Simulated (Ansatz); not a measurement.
## Bands, cutoff and cost in G0W0 for GeH6CBr3N (CH3NH3GeBr3)

Aim: see how the G0W0 gap of GeH6CBr3N (CH3NH3GeBr3) on PBEsol moves with empty bands and screening cutoff, and what each rung costs.

Method: G0W0 on PBEsol, plane waves, PAW, in Ansatz 0.2.0.

The structure was built from a prototype and need not be the compound's stable phase.

**1. Set-up**

The cell holds 12 atoms: 1 C, 1 N, 6 H, 1 Ge and 3 Br. Its edges and angles: a = 5.561 Å, b = 5.656 Å, c = 5.550 Å, α = 91.0°, β = 90.0°, γ = 82.5°.

The structure was relaxed with PBEsol-D3(BJ). The runs that relaxed it are not among those shown. The default PAW set here is soft_2. Its files were made with PBE.

**2. 182 empty bands, screening to 60 eV**

G0W0 replaces the xc potential by the self-energy, built once from these orbitals. Only a window of levels is corrected, while the sums run over the empty bands that the input names.

Input file input.yaml:

```yaml
crystal:
  lattice:
    - [5.5491456038, 0.3690801251, 0.0019814122]
    - [0.3690801251, 5.6436113835, -0.0495487783]
    - [0.0019814122, -0.0495487783, 5.5496881284]
  atoms:
    - { symbol: C, position: [0.9285284086, 0.9118907512, 1.0034534507] }
    - { symbol: "N", position: [0.0831890171, 0.1048511975, -0.0030436593] }
    - { symbol: H, position: [1.0461709627, 0.7402467279, 1.005384829] }
    - { symbol: H, position: [0.1931807646, 1.0898222514, 0.8435747825] }
    - { symbol: H, position: [0.8127927411, -0.0781405628, 0.8427623118] }
    - { symbol: H, position: [-0.0230126089, 0.2699994338, -0.0052505469] }
    - { symbol: H, position: [0.8160787674, -0.0660614239, 0.1669512405] }
    - { symbol: H, position: [0.195510254, 1.1009130436, 0.1477181839] }
    - { symbol: Ge, position: [0.5126670865, 0.5108398649, 0.4790207983] }
    - { symbol: Br, position: [0.5190946355, 0.474484955, 0.0186309937] }
    - { symbol: Br, position: [0.4386024672, -0.0291984139, 0.4964633399] }
    - { symbol: Br, position: [-0.0332494532, 0.4695164188, 0.5040208673] }
kpoints:
  mp_grid: { grid: [4, 4, 4] }
hamiltonian:
  xc: pbesol
scf:
  occupations: { method: fixed }
gw:
  n_empty_bands: 182
  ecut_chi: 60
  qp_bands: [v4, c4]
  qp_kpoints: band_edges
  screening: { model: contour_deformation }
```

Run with:

```console
> ansatz run input.yaml --threads 3 --pin off --max-ram 92160MiB --backend cuda --events-out ev --progress --plain --runs-dir out --devices 1 --max-vram 13GiB  # rebuilt from the run's record
```

Numbers of over 12 decimals in the logs are rounded to 6 here.

Output:

```text
GPUs: using 1 of 1 available (devices: 1).
Engine: ansatz 0.2.0, x86_64-unknown-linux-gnu
Pseudopotentials: kind: paw
Pseudopotential: C, paw, valence charge 4, recommended cutoff 420 eV (normal), C.paw.azcp
Pseudopotential: N, paw, valence charge 5, recommended cutoff 420 eV (normal), N.paw.azcp
Pseudopotential: H, paw, valence charge 1, recommended cutoff 420 eV (normal), H.paw.azcp
Pseudopotential: Ge, paw, valence charge 14, recommended cutoff 420 eV (normal), Ge.paw.azcp
Pseudopotential: Br, paw, valence charge 7, recommended cutoff 420 eV (normal), Br.paw.azcp
Functional definition: PBEsol
  exchange = pbesol_x
  correlation = pbesol_c
device memory: the entry about to start is reckoned to put 2.3 GiB on a device that reports 51.8 GiB free (of which the cap on the GPU budget leaves the run 13.0 GiB)
GPU FFT provider: cuFFT
GPU libraries: cuBLAS 13.8.2, cuFFT 12.4.0, cuSOLVER 12.3.4
Crystal: 12 atoms, lattice volume = 173.031 Å³
Basis set: ecut = 420 eV, 3387 PW (Γ)
Bands: 37, of which v1, the nominal top of the filled ones, is band 25 counted from 1 (24 counted from 0)
Symmetry: 1 space group operations
Space group: P1 (ITA 1), of the structure as read, at distance tolerance 5.6e-5 Å
k-points: 36 of 64 (time reversal used)
Non-local potential: C, projectors of the file, l = 0: 2, l = 1: 2, l = 2: 1
Non-local potential: N, projectors of the file, l = 0: 2, l = 1: 2, l = 2: 1
Non-local potential: H, projectors of the file, l = 0: 2, l = 1: 1
Non-local potential: Ge, projectors of the file, l = 0: 2, l = 1: 2, l = 2: 3, l = 3: 1
Non-local potential: Br, projectors of the file, l = 0: 2, l = 1: 2, l = 2: 2
PAW form: soft (Blöchl's): semilocal exchange-correlation on the pseudo side does not see the compensation charge
PAW frozen core: C, regenerated for the run's functional, and the local potential with it (the file was generated under x = pbe(κ = 0.804, μ = 0.219515), c = pbe(β = 0.066725))
PAW frozen core: N, regenerated for the run's functional, and the local potential with it (the file was generated under x = pbe(κ = 0.804, μ = 0.219515), c = pbe(β = 0.066725))
PAW frozen core: Ge, regenerated for the run's functional, and the local potential with it (the file was generated under x = pbe(κ = 0.804, μ = 0.219515), c = pbe(β = 0.066725))
PAW frozen core: Br, regenerated for the run's functional, and the local potential with it (the file was generated under x = pbe(κ = 0.804, μ = 0.219515), c = pbe(β = 0.066725))
PAW one-centre angular grid: C, 110 points (default); XC on 64 Gauss nodes
PAW one-centre angular grid: N, 110 points (default); XC on 64 Gauss nodes
PAW one-centre angular grid: H, 110 points (default); XC on 64 Gauss nodes
PAW one-centre angular grid: Ge, 590 points (default); XC on 64 Gauss nodes
PAW one-centre angular grid: Br, 110 points (default); XC on 64 Gauss nodes
Initial density: superposition of atomic densities (neutral atoms: chi_scale 0, normalization atom), corrected by the library's trained network
Initial wavefunctions: pseudopotential atomic-orbital guess
GPU buffer pool allocated for 64000 grid points (all kernels)
GPU transforms: local potential and band sums: pruned to the plane-wave sphere, on 40×40×40
Functional: x = pbesol(κ = 0.804, μ = 0.123457), c = pbesol(β = 0.046)
SCF iter   1: F=—  HF=-13187.333635 eV  |F-HF|=—  |Δ(HF+E_count)|=         —  Δρ=3.92e-3  dr2=2.05e-2  ethr=1.77e-3  ⟨swp⟩=5.8  Hψ=5152  notcnv=0  defer=358
preconditioner: auto → Resta (q_TF=auto, 2.218 Å⁻¹)  ε∞=2.9  [insulator: Δε(μ)=1.033 eV  Ē_g=12.488 eV  n_scr=26 (ndim 8)  ℏωp=17.4 eV  f_vac=0.035  ε∞_Penn≈2.9]
SCF iter   2: F=—  HF=-13187.330294 eV  |F-HF|=—  |Δ(HF+E_count)|=   3.34e-3  Δρ=2.02e-3  dr2=5.31e-3  ethr=4.09e-5  ⟨swp⟩=2.0  Hψ=2249  notcnv=0  defer=360
SCF iter   3: F=—  HF=-13187.330069 eV  |F-HF|=—  |Δ(HF+E_count)|=   2.25e-4  Δρ=5.33e-4  dr2=5.80e-4  ethr=1.06e-5  ⟨swp⟩=2.0  Hψ=1812  notcnv=0  defer=360
SCF iter   4: F=—  HF=-13187.330031 eV  |F-HF|=—  |Δ(HF+E_count)|=   3.76e-5  Δρ=1.45e-4  dr2=4.52e-5  ethr=1.16e-6  ⟨swp⟩=2.7  Hψ=2327  notcnv=0  defer=358
SCF iter   5: F=—  HF=-13187.330082 eV  |F-HF|=—  |Δ(HF+E_count)|=   5.04e-5  Δρ=5.91e-5  dr2=7.19e-6  ethr=9.04e-8  ⟨swp⟩=2.8  Hψ=2112  notcnv=0  defer=338
SCF iter   6: F=—  HF=-13187.330086 eV  |F-HF|=—  |Δ(HF+E_count)|=   4.54e-6  Δρ=1.74e-5  dr2=6.17e-7  ethr=1.44e-8  ⟨swp⟩=2.0  Hψ=1976  notcnv=0  defer=344
SCF iter   7: F=-13187.330087 eV  HF=-13187.330087 eV  |F-HF|=7.48e-8  |Δ(HF+E_count)|=   8.49e-7  Δρ=5.85e-6  dr2=8.82e-8  ethr=2.00e-10  ⟨swp⟩=11.9  Hψ=7218  notcnv=0
SCF 1 converged in 7 iterations: F = -13187.330087 eV  dr2 = 8.82e-8
  greatest PAW one-centre occupation: 0.999 electrons in one spin orbital (limit 2), on the Ge atom at site 8 (counted from 0), in its partial waves of l = 2
device memory: the entry about to start is reckoned to put 3.1 GiB (of the 3.2 GiB reckoned in all, the device holds 0.1 GiB already) on a device that reports 49.9 GiB free (of which the cap on the GPU budget leaves the run 12.9 GiB)
NSCF: frozen V_eff on 36 k-points
the band table was solved once the SCF had ended and its energy, with any forces and stress, was formed, with the checks that follow a solve (6000 applications of the Hamiltonian). They found nothing against the state; the energy, forces and stress were not computed again (output.eigenvalues in the input reference)
device memory: the entry about to start is reckoned to put 4.9 GiB on a device that reports 49.4 GiB free (of which the cap on the GPU budget leaves the run 13.0 GiB)
NSCF: frozen V_eff on 36 k-points
G₀W₀ screening: q 1/36
[... further progress lines ...]
SCF converged after 7 iterations
Free energy (F): -13187.330087 eV
Harris-Foulkes:  -13187.330087 eV  (|F-HF|=7.48e-8)
Internal energy: -13187.330087 eV  (E = F + TS)
E sigma→0 (E₀):  -13187.330087 eV
Fermi energy:    3.597151 eV
--- Per-component energies (eV) ---
  E_band       = -371.355738
  E_kinetic    = 813.910769
  E_local      = -4294.913653  (includes V_loc(G=0)·N_el)
  E_nonlocal   = 709.818216
  E_hartree    = 1672.593371
  E_xc         = -1017.735939
  E_vxc        = -577.487458  (∫ρ·V_xc dr)
  E_paw        = -8803.570809  (= ΣΔE_a)
  E_vpaw       = -367.865546  (= ΣTr[D̂ρ^β])
  E_aug_tail   = -0.007175  (compensation charges beyond the density's cutoff)
  E_ewald      = -2268.668815
  E_core_change = 1.243947  (= ΣΔE_core)
  E_smearing   = -0.000000  (= −TS)
  E_closure    = -0.000000  (closes the sum)
  Σ components = -13187.330087   (vs F -13187.330087, Δ=0.00e0)
--- Band table (eV; the first three rows and the last of 36) ---
  k-point 0: bands = [... 21 lower, 1.2009, 1.2364, 1.3346, 1.5756, 6.9143, 7.5589, 8.0719, 8.3031, ... 8 higher]
  k-point 1: bands = [... 21 lower, 1.0272, 1.1233, 1.5194, 1.5490, 7.1456, 7.4554, 7.5413, 8.3689, ... 8 higher]
  k-point 2: bands = [... 21 lower, 1.0359, 1.3479, 1.4887, 2.0166, 5.5438, 7.4172, 8.4372, 8.5364, ... 8 higher]
  k-point 35: bands = [... 21 lower, 1.4919, 1.7499, 1.7683, 3.5972, 4.6333, 4.7745, 5.0307, 8.1259, ... 8 higher]
--- G₀W₀: contour deformation, 6 samples at zero and on the imaginary axis and 3 off it, 64 q-points, 182 empty bands' worth ---
  eigenvalues of the whole cell's RPA ε∞ on this k-mesh (on a slab, of 1 + 4πα/V) = 6.1821, 7.5066, 8.1375; static W/v taken at q = 0 is 0.137802
  gw.qp_kpoints: band_edges: 12 of 36 stored k-points solved, in 1 pass; an edge of the gap read off the rows below is read off those points alone
    valence top: of the k-points left out ik 28 came nearest to being solved in a further pass, in band 25 (counted from 1, as in the quasiparticle table): it holds the edge there only if its correction is more favourable than any solved in that band by at least 0.696 eV; those differ by 0.588 eV
    conduction bottom: of the k-points left out ik 28 came nearest to being solved in a further pass, in band 26 (counted from 1, as in the quasiparticle table): it holds the edge there only if its correction is more favourable than any solved in that band by at least 0.533 eV; those differ by 0.142 eV
    ik  band        ε_KS         Σx   Σc(E_QP)       V_xc       Z   E_QP_lin       E_QP  E_QP is
     0    22      1.2009   -19.2916     3.0914   -15.4941  0.7332     0.4698     0.4948  root
     0    23      1.2364   -19.2304     3.0195   -15.5467  0.7320     0.5505     0.5722  root
     0    24      1.3346   -19.3861     3.0237   -15.7134  0.7320     0.6652     0.6856  root
     0    25      1.5756   -19.5903     2.9499   -15.9970  0.7379     0.9135     0.9323  root
     0    26      6.9143    -5.1512    -3.6716    -9.4438  0.7984     7.5499     7.5353  root
     0    27      7.5589    -7.8720    -4.1577   -12.7579  0.7395     8.3161     8.2871  root
     0    28      8.0719    -4.2045    -3.6997    -8.4628  0.7933     8.6422     8.6306  root
     0    29      8.3031    -6.3839    -4.1113   -11.1009  0.7515     8.9299     8.9087  root
     1    22      1.0272   -19.1321     3.0960   -15.3427  0.7301     0.3091     0.3338  root
     1    23      1.1233   -19.1780     3.0135   -15.4853  0.7343     0.4215     0.4441  root
     1    24      1.5194   -19.3043     2.8599   -15.8308  0.7364     0.8886     0.9058  root
     1    25      1.5490   -19.2782     2.8488   -15.8165  0.7364     0.9191     0.9362  root
     1    26      7.1456    -9.1125    -3.9696   -13.8367  0.7269     7.9057     7.9002  root
     1    27      7.4554    -6.5588    -3.8699   -11.0759  0.7642     8.1164     8.1026  root
     1    28      7.5413    -7.2393    -4.0327   -12.0309  0.7597     8.3291     8.3002  root
     1    29      8.3689    -5.8526    -3.9484   -10.4573  0.7669     9.0461     9.0253  root
     2    22      1.0359   -19.4555     3.1583   -15.5875  0.7330     0.3008     0.3263  root
     2    23      1.3479   -19.4004     3.0738   -15.6162  0.7371     0.6125     0.6376  root
     2    24      1.4887   -19.4025     2.9683   -15.7753  0.7361     0.8095     0.8299  root
     2    25      2.0166   -18.5333     1.9501   -16.2789  0.7444     1.7090     1.7123  root
     2    26      5.5438    -9.1929    -3.5038   -13.3929  0.7572     6.2615     6.2400  root
     2    27      7.4172    -8.1354    -4.0852   -12.9244  0.7372     8.1479     8.1210  root
     2    28      8.4372    -7.1314    -4.0937   -12.0046  0.7566     9.2487     9.2169  root
     2    29      8.5364    -5.8501    -3.9310   -10.5677  0.7826     9.3535     9.3230  root
[...]
35    22      1.4919   -19.5981     3.0158   -15.8997  0.7388     0.7876     0.8093  root
    35    23      1.7499   -19.7185     2.9769   -16.0765  0.7392     1.0646     1.0848  root
    35    24      1.7683   -19.7686     2.9682   -16.1498  0.7394     1.0987     1.1177  root
    35    25      3.5972   -17.8651     1.0211   -16.7889  0.7605     3.5420     3.5421  root
    35    26      4.6333    -8.6363    -3.2521   -12.5010  0.7681     5.2594     5.2460  root
    35    27      4.7745    -8.6204    -3.2867   -12.5234  0.7668     5.4046     5.3907  root
    35    28      5.0307    -8.3195    -3.3531   -12.2825  0.7669     5.6545     5.6406  root
    35    29      8.1259    -5.1474    -3.8778    -9.7802  0.7934     8.9065     8.8810  root
```

The job ended after 34 s (1 × NVIDIA H100 80GB HBM3 (shared by 6 runs) with 3 threads of AMD EPYC 7R13 (Zen 3), shared host; peak memory 1.8 GiB).

This step gave:

```yaml
bands_summed: 207
rpa_eps_infinity_on_this_mesh_eigenvalues: 6.182, 7.507, 8.137
plane_waves_in_the_screening_matrix: 181
q_points_in_the_mesh: 64
g0w0_gap_on_the_mesh: 1.704 eV
k_of_the_valence_top: -0.5, -0.5, -0.5
k_of_the_conduction_bottom: -0.5, -0.5, -0.5
starting_gap_on_the_mesh: 1.036 eV
z_at_the_valence_top: 0.7605
z_at_the_conduction_bottom: 0.7681
least_direct_g0w0_gap_on_the_computed_points: 1.704 eV
```

The gap on the mesh goes from 1.04 eV to 1.70 eV, a correction of +0.67 eV. Between the two edge states, bare exchange in place of the xc potential would open the gap by 4.94 eV, and correlation takes back 4.27 eV.

**3. 721 empty bands, screening to 150 eV**

Another rung: the empty bands reach about as high as the screening cutoff, so the two stay in balance.

Changes to input.yaml since step 2:

```diff
@@ -25,4 +25,4 @@
 gw:
-  n_empty_bands: 182
-  ecut_chi: 60
+  n_empty_bands: 721
+  ecut_chi: 150.0
   qp_bands: [v4, c4]
```

Output:

```text
GPUs: using 1 of 1 available (devices: 1).
[...]
GPU FFT provider: cuFFT
GPU libraries: cuBLAS 13.8.2, cuFFT 12.4.0, cuSOLVER 12.3.4
Crystal: 12 atoms, lattice volume = 173.031 Å³
Basis set: ecut = 420 eV, 3387 PW (Γ)
Bands: 37, of which v1, the nominal top of the filled ones, is band 25 counted from 1 (24 counted from 0)
Symmetry: 1 space group operations
[...]
k-points: 36 of 64 (time reversal used)
[...]
GPU buffer pool allocated for 64000 grid points (all kernels)
[...]
SCF iter   1: F=—  HF=-13187.333635 eV  |F-HF|=—  |Δ(HF+E_count)|=         —  Δρ=3.92e-3  dr2=2.05e-2  ethr=1.77e-3  ⟨swp⟩=5.8  Hψ=5152  notcnv=0  defer=358
[...]
SCF iter   7: F=-13187.330087 eV  HF=-13187.330087 eV  |F-HF|=7.48e-8  |Δ(HF+E_count)|=   8.49e-7  Δρ=5.85e-6  dr2=8.82e-8  ethr=2.00e-10  ⟨swp⟩=11.9  Hψ=7218  notcnv=0
SCF 1 converged in 7 iterations: F = -13187.330087 eV  dr2 = 8.82e-8
[...]
NSCF: frozen V_eff on 36 k-points
[...]
G₀W₀ screening: q 1/36
[... further progress lines ...]
SCF converged after 7 iterations
Free energy (F): -13187.330087 eV
[...]
Internal energy: -13187.330087 eV  (E = F + TS)
E sigma→0 (E₀):  -13187.330087 eV
Fermi energy:    3.597151 eV
[...]
--- Band table (eV; the first three rows and the last of 36) ---
  k-point 0: bands = [... 21 lower, 1.2009, 1.2364, 1.3346, 1.5756, 6.9143, 7.5589, 8.0719, 8.3031, ... 8 higher]
  k-point 1: bands = [... 21 lower, 1.0272, 1.1233, 1.5194, 1.5490, 7.1456, 7.4554, 7.5413, 8.3689, ... 8 higher]
[...]
0    27      7.5589    -7.8720    -4.4466   -12.7579  0.7373     8.0078     7.9983  root
     0    28      8.0719    -4.2045    -3.8550    -8.4628  0.7918     8.4808     8.4753  root
     0    29      8.3031    -6.3839    -4.3495   -11.1009  0.7491     8.6768     8.6705  root
     1    22      1.0272   -19.1321     2.7832   -15.3427  0.7254    -0.0913     0.0209  root ?
     1    23      1.1233   -19.1780     2.6865   -15.4853  0.7296     0.0068     0.1171  root ?
     1    24      1.5194   -19.3043     2.4964   -15.8308  0.7315     0.4582     0.5423  root
     1    25      1.5490   -19.2782     2.4863   -15.8165  0.7314     0.4908     0.5737  root
[...]
2    24      1.4887   -19.4025     2.6268   -15.7753  0.7311     0.3860     0.4883  root ?
[...]
9    22      0.9888   -19.0773     2.6845   -15.3138  0.7275    -0.1378    -0.0902  root ?
     9    23      1.0971   -18.9451     2.6828   -15.1858  0.7273    -0.0288     0.0207  root ?
[...]
15    23      1.3149   -19.3012     2.6158   -15.6115  0.7304     0.1941     0.2411  root ?
[...]
34    23      1.4807   -19.3731     2.6102   -15.6842  0.7310     0.3571     0.4019  root ?
    34    24      1.8035   -19.8381     2.6028   -16.2293  0.7351     0.6905     0.7975  root ?
[...]
35    23      1.7499   -19.7185     2.5573   -16.0765  0.7343     0.6241     0.6652  root ?
    35    24      1.7683   -19.7686     2.6128   -16.1498  0.7344     0.6550     0.7623  root ?
[...]
35    26      4.6333    -8.6363    -3.5420   -12.5010  0.7664     4.9591     4.9561  root
    35    27      4.7745    -8.6204    -3.5721   -12.5234  0.7651     5.1085     5.1053  root
    35    28      5.0307    -8.3195    -3.6274   -12.2825  0.7651     5.3697     5.3662  root
    35    29      8.1259    -5.1474    -4.0420    -9.7802  0.7911     8.7300     8.7168  root
```

Run time: 3.3 min. Hardware: 1 × NVIDIA H100 80GB HBM3 (shared by 6 runs) with 3 threads; peak memory 6.5 GiB.

This step gave:

```yaml
bands_summed: 746
rpa_eps_infinity_on_this_mesh_eigenvalues: 6.144, 7.467, 8.090
plane_waves_in_the_screening_matrix: 721
q_points_in_the_mesh: 64
g0w0_gap_on_the_mesh: 1.947 eV
k_of_the_valence_top: -0.5, -0.5, -0.5
k_of_the_conduction_bottom: -0.5, -0.5, -0.5
starting_gap_on_the_mesh: 1.036 eV
z_at_the_valence_top: 0.7556
z_at_the_conduction_bottom: 0.7664
least_direct_g0w0_gap_on_the_computed_points: 1.947 eV
```

Against the run with 4×4×4 mesh, 182 empty bands, screening to 60 eV, the gap moves by +0.24 eV.

**4. Convergence and cost**

Times are wall times on 1 × NVIDIA H100 80GB HBM3 (shared by 6 runs) with 3 threads of AMD EPYC 7R13 (Zen 3), shared host, good to a factor of about two.

```csv
mesh,files,frequency,bands summed,cutoff (eV),start (eV),G0W0 (eV),time,host memory (GiB)
4×4×4,default PAW,contour deformation,207,60,1.036,1.704,34 s,1.8
4×4×4,default PAW,contour deformation,746,150,1.036,1.947,3.3 min,6.5
```

How the two edges are built up, in eV (the quasiparticle level is the starting level plus Σx plus Σc less Vxc):

```
      run               edge  start      Σx     Σc     Vxc     Z    QP
207 bands        valence top   3.60  -17.87   1.02  -16.79  0.76  3.54
207 bands  conduction bottom   4.63   -8.64  -3.25  -12.50  0.77  5.25
746 bands        valence top   3.60  -17.87   0.49  -16.79  0.76  3.01
746 bands  conduction bottom   4.63   -8.64  -3.54  -12.50  0.77  4.96
```

**5. Summary of results**

* 207 bands, 60 eV: 1.704 eV
* 746 bands, 150 eV: 1.947 eV
* estimated limit in bands and cutoff: 2.04 eV
* mesh and start: 4×4×4, PBEsol

What this shows: A line in one over the bands through the two rungs gives 2.04 eV, +0.09 eV from the top rung; with two points alone it is an unchecked estimate. The rungs stand 0.34 eV (207 bands) and 0.09 eV (746 bands) from it. From 207 to 746 bands the gap moves by +0.24 eV while the time grows 5.8-fold. Σc changes by −0.53 eV at the valence top and −0.29 eV at the conduction bottom, so both edges matter. The many-body steps are scalar-relativistic: spin-orbit coupling is not in them.

[Paths, hosts, dates, memory and timing lines, banners, echoed tables and standing remarks are left out of the program output.]

[Logs are printed without paths, hosts, clocks, repeated set-up lines and the standing remarks that a program may print on its own settings, such as how far it seeks lower states.]

[Runs of the session that timed out or met a known fault of the program may be left out.]

[Cells called generated may have been cut or substituted from an entry of the Crystallography Open Database or the Materials Project.]

[Hosts, paths, dates, database ids (printed as entryN), source tags and the programs' standing remarks are cut or masked in the printed files.]
